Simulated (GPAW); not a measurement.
# CaO (Lime): optical spectrum from first principles

Aim: the dielectric function of CaO (Lime), and the optical constants that follow from it.

Program: GPAW 26.7.0. Level of theory: DFT, LDA, plane-wave PAW (GPAW data sets), scalar-relativistic, RPA, optical limit. Results are calculated unless marked as measured.

Most raw output is cut from this account.

## (1) Starting point

It takes space group Fm-3m (No. 225, cubic). The conventional cell has a = 4.813 Å, b = 4.813 Å, c = 4.813 Å, α = 90.00°, β = 90.00°, γ = 90.00°. Nearest to Ca lie 6 O at 2.41 Å. Nearest to O lie 6 Ca at 2.41 Å. Farther neighbours and most contacts between anions are not listed.

## (2) Ground state

The self-consistent density comes first; it also tells whether there is a gap, which decides the occupations and the need for a Drude term.

This step: DFT, LDA, plane-wave PAW (GPAW data sets), scalar-relativistic, ground state (GPAW 26.7.0).

gs.py reads:

```python
from ase import Atoms
from ase.dft.bandgap import bandgap
from gpaw import GPAW, PW, FermiDirac

atoms = Atoms(['Ca', 'O'],
              cell=[[0.000000000000, 2.406500000000, 2.406500000000],
                    [2.406500000000, 0.000000000000, 2.406500000000],
                    [2.406500000000, 2.406500000000, 0.000000000000]],
              scaled_positions=[[0.000000000000, 0.000000000000, 0.000000000000],
                                [0.500000000000, 0.500000000000, 0.500000000000]],
              pbc=[True, True, True])
atoms.calc = GPAW(mode=PW(400), xc='LDA', kpts={'size': (8, 8, 8), 'gamma': True},
                  occupations=FermiDirac(0.05), maxiter=150, txt='gs.txt')
print('energy (eV)', atoms.get_potential_energy())
print('Fermi level (eV)', atoms.calc.get_fermi_level())
print('valence electrons', atoms.calc.get_number_of_electrons())
print('gap (eV)', bandgap(atoms.calc, output=None)[0])
print('direct gap (eV)', bandgap(atoms.calc, direct=True, output=None)[0])
atoms.calc.write('gs.gpw')
```

Run with:

```bash
$ OMP_NUM_THREADS=1 python gs.py
```

Elapsed: 3.3 s, on 1 thread of Arm Neoverse V2, shared host; peak memory 0.12 GiB.

Read-outs, printed or worked out from the files:

| Quantity | Value |
| --- | --- |
| energy | -12.61 eV |
| Fermi energy | 5.487 eV |
| gap on the k-mesh | 3.596 eV |
| direct gap on the mesh | 3.864 eV |
| electrons | 16 |

There is a gap, 3.60 eV on this mesh (points off the mesh can give less), so no carriers' term is needed.

## (3) Bands for the response

The response needs many more empty bands than the density does.

This step: DFT, LDA, plane-wave PAW (GPAW data sets), scalar-relativistic, bands at fixed density (GPAW 26.7.0).

nscf.py reads:

```python
from ase.dft.bandgap import bandgap
from gpaw import GPAW, FermiDirac

calc = GPAW('gs.gpw').fixed_density(kpts={'size': (16, 16, 16), 'gamma': True}, nbands=30, convergence={'bands': 24},
                                    occupations=FermiDirac(0.001), txt='nscf.txt')
print('gap (eV)', bandgap(calc, output=None)[0])
print('direct gap (eV)', bandgap(calc, direct=True, output=None)[0])
print('top band over the Fermi level (eV)', min(calc.get_eigenvalues(kpt=k)[23] for k in range(len(calc.get_ibz_k_points()))) - calc.get_fermi_level())
calc.write('full.gpw', mode='all')
```

Run with:

```bash
$ OMP_NUM_THREADS=1 python nscf.py
```

Elapsed: 24 s, on 1 thread; peak memory 0.18 GiB.

This step gave:

| Property | Result |
| --- | --- |
| gap on the k-mesh | 3.582 eV |
| direct gap on the mesh | 3.849 eV |

## (4) Dielectric function, RPA

Transitions between filled and empty bands, summed over the zone, give the optical response, so mesh, band count and broadening shape it.

The induced potential is part of this response.

This step: DFT, LDA, plane-wave PAW (GPAW data sets), scalar-relativistic, RPA, optical limit (GPAW 26.7.0).

df.py reads:

```python
from gpaw.response.df import DielectricFunction

df = DielectricFunction('full.gpw', frequencies={'type': 'nonlinear', 'domega0': 0.03, 'omega2': 8},
                        ecut=30,
                        eta=0.1,
                        nbands=24,
                        txt='df.txt')
for direction in ['x']:
    df.get_dielectric_function(xc='RPA', direction=direction, filename=f'df_{direction}.csv')
```

Run with:

```bash
$ OMP_NUM_THREADS=1 python df.py
```

Wall time 6 s (1 thread); peak memory 0.2 GiB.

Numbers from this step:

```
electronic dielectric constant ε∞, mean over x, y and z (by symmetry where fewer were run) : 3.768
main peak of Im epsilon, first axis                                                        : 9.391 eV
centre of weight of the strongest loss peak in the window                                  : 12.13 eV
```

Some rows of df_x.csv (energy; Re and Im without local fields; Re and Im with them):

```text
0.000000, 3.995315, 0.000000, 3.767487, 0.000000
0.555532, 4.011641, 0.005937, 3.782366, 0.005410
1.143969, 4.066634, 0.012984, 3.832444, 0.011815
1.768324, 4.175926, 0.022612, 3.931770, 0.020521
2.431988, 4.373619, 0.038601, 4.110743, 0.034853
3.138794, 4.755399, 0.076642, 4.453658, 0.068442
3.893091, 5.809986, 0.561154, 5.383173, 0.484059
4.699832, 5.826973, 2.199714, 5.491419, 1.925840
5.564682, 5.253115, 2.646445, 5.017420, 2.344942
6.494155, 4.114731, 3.326723, 4.002156, 3.074511
7.495775, 4.066730, 3.917980, 3.978723, 3.656989
8.578281, 1.639658, 5.014704, 1.767935, 4.808492
9.751884, -1.611450, 5.266634, -1.480926, 5.291448
11.028587, -1.427024, 1.487666, -1.475153, 1.541310
12.422601, 0.445134, 0.442642, 0.329411, 0.420471
13.950874, 1.411041, 0.535510, 1.289091, 0.496973
15.633783, 0.892936, 1.232338, 0.701551, 1.243756
17.496047, 0.933466, 0.935760, 0.800888, 0.822917
19.567954, 0.945023, 0.666732, 0.578309, 0.765580
```

The Im ε, E ∥ x has structure finer than the step of the table below, so its rows give means over 0.5 eV, whole bins alone (the curve runs from 0 to 19.9 eV). Peaks (eV: height): 8.39: 5.44, 9.42: 6.43, 14.68: 1.77.

Values under the direct gap are tails of Lorentzian lines. The Im ε, E ∥ x by photon energy; means over each step:

photon energy (eV), Im ε, E ∥ x and a bar:
```
      0.5       0.00 
      1.0       0.01 
      1.5       0.02 
      2.0       0.02 
      2.5       0.04 
      3.0       0.06 
      3.5       0.13 #
      4.0       0.75 ####
      4.5       1.51 #######
      5.0       2.16 ###########
      5.5       2.55 ############
      6.0       2.98 ###############
      6.5       3.17 ################
      7.0       3.28 ################
      7.5       3.55 #################
      8.0       4.77 #######################
      8.5       5.03 #########################
      9.0       5.02 #########################
      9.5       6.12 ##############################
     10.0       4.03 ####################
     10.5       2.62 #############
     11.0       1.60 ########
     11.5       0.68 ###
     12.0       0.51 ##
     12.5       0.45 ##
     13.0       0.43 ##
     13.5       0.46 ##
     14.0       0.55 ###
     14.5       1.25 ######
     15.0       1.60 ########
     15.5       1.24 ######
     16.0       1.07 #####
     16.5       1.02 #####
     17.0       0.89 ####
     17.5       0.80 ####
     18.0       0.86 ####
     18.5       1.17 ######
     19.0       0.90 ####
     19.5       0.76 ####
```

Re ε, E ∥ x against photon energy:

photon energy (eV), Re ε, E ∥ x and a bar from the least value:
```
        0       3.77 #######################
        1       3.82 #######################
        2       3.98 ########################
        3       4.37 #########################
        4       5.49 ##############################
        5       5.14 #############################
        6       4.20 #########################
        7       3.79 #######################
        8       3.78 #######################
        9       2.45 ##################
       10      -1.82 
       11      -1.48 #
       12      -0.08 #######
       13       0.58 ##########
       14       1.35 #############
       15       0.98 ############
       16       0.73 ##########
       17       0.72 ##########
       18       1.07 ############
       19       0.57 ##########
```

The loss function −Im 1/ε at q → 0, E ∥ x has structure finer than the step of the table below, so its rows give means over 1 eV, whole bins alone (the curve runs from 0 to 19.9 eV). Peaks (eV: height): 12.3: 2.12.

Values under the direct gap are tails of Lorentzian lines. The loss function −Im 1/ε at q → 0, E ∥ x by energy loss; means over each step:

energy loss (eV), loss function −Im 1/ε at q → 0, E ∥ x and a bar:
```
        1       0.00 
        2       0.00 
        3       0.00 
        4       0.02 
        5       0.07 #
        6       0.10 ##
        7       0.13 ##
        8       0.13 ###
        9       0.17 ###
       10       0.22 ####
       11       0.37 #######
       12       1.59 ##############################
       13       0.75 ##############
       14       0.28 #####
       15       0.46 #########
       16       0.64 ############
       17       0.66 ############
       18       0.51 ##########
       19       0.75 ##############
```

Refractive index n and extinction k against photon energy:

```
photon energy (eV)      n        k
                 0   1.94        0
                 1   1.95  0.00259
                 2   2.00  0.00618
                 3   2.09   0.0140
                 4   2.35    0.161
                 5   2.30    0.411
                 6   2.17    0.702
                 7   2.10    0.784
                 8   2.23     1.09
                 9   1.98     1.21
                10   1.14     1.77
                11  0.596     1.36
                12  0.469    0.550
                13  0.807    0.267
                14   1.18    0.217
                15   1.20    0.671
                16   1.00    0.524
                17  0.969    0.465
                18   1.10    0.379
                19  0.905    0.494
```

The reflectivity at normal incidence, E ∥ x has structure finer than the step of the table below, so its rows give means over 1 eV, whole bins alone (the curve runs from 0 to 19.9 eV). Peaks (eV: height): 11.3: 52.0, 15.1: 10.6.

The reflectivity at normal incidence, E ∥ x by photon energy; means over each step:

photon energy (eV), reflectivity at normal incidence, E ∥ x (%) and a bar:
```
        1       10.4 ######
        2       11.1 ######
        3       12.5 #######
        4       15.8 #########
        5       17.2 ##########
        6       17.9 ###########
        7       17.9 ###########
        8       22.8 ##############
        9       26.3 #################
       10       39.4 ##########################
       11       45.7 ##############################
       12       25.0 ################
       13        3.1 
       14        2.4 
       15        8.9 #####
       16        6.9 ###
       17        5.2 ##
       18        4.2 #
       19        6.6 ###
```

At chosen wavelengths:

```
wavelength (nm)     n      k  R (%)     1/α
           1550  1.95  0.002   10.4   61 µm
           1064  1.96  0.003   10.5   27 µm
            532  2.02  0.008   11.4  5.3 µm
            405  2.10  0.015   12.6  2.2 µm
            365  2.16  0.023   13.5  1.3 µm
            248  2.30  0.410   16.9   48 nm
            193  2.11  0.741   17.4   21 nm
```

Below the direct gap, k and the depth come from the tails of the Lorentzian lines, not from transitions.

Rows near the edge hang on the gap, which this functional as a rule makes too small, and phonon-assisted absorption is left out.

## (5) Results

| Property | Result |
| --- | --- |
| electronic dielectric constant ε∞, mean over x, y and z (by symmetry where fewer were run) (RPA) | 3.77 |
| main peak of Im epsilon, first axis | 9.39 eV |
| centre of weight of the strongest loss peak in the window, first axis | 12.1 eV |

What this shows: At this level (LDA, RPA) CaO has ε∞ = 3.77 and n = 1.95 at 1550 nm, and Im ε peaks at 9.4 eV. On the mesh the gap is 3.58 eV and the least direct gap 3.85 eV, so on this mesh the band edges lie at different points. Local fields change the static value along x from 4.00 to 3.77 (-6 %). Distinct maxima of Im ε, read by a parabola through the highest points, lie at 5.91 eV (3.2), 6.32 eV (3.4), 8.38 eV (5.4) and 9.39 eV (6.4). Excitons and phonon-assisted transitions are missing; LDA gaps are as a rule too small, which pulls the onset down and ε∞ up. The sum runs over mesh points, so small or evenly spaced maxima can still be ripples of the mesh. In this version of GPAW the matrix elements of the optical limit are incomplete, which can lower ε − 1 by up to a tenth where first-row anions or d states rule, and shift it by more in d metals.

[Machine, clock and banner lines and Python warnings are left out of the logs.]

[Logs are printed without paths, hosts, clocks, repeated set-up lines and the standing remarks that a program may print on its own settings, such as how far it seeks lower states.]

[Hosts, paths, dates, database ids (printed as entryN), source tags and the programs' standing remarks are cut or masked in the printed files.]
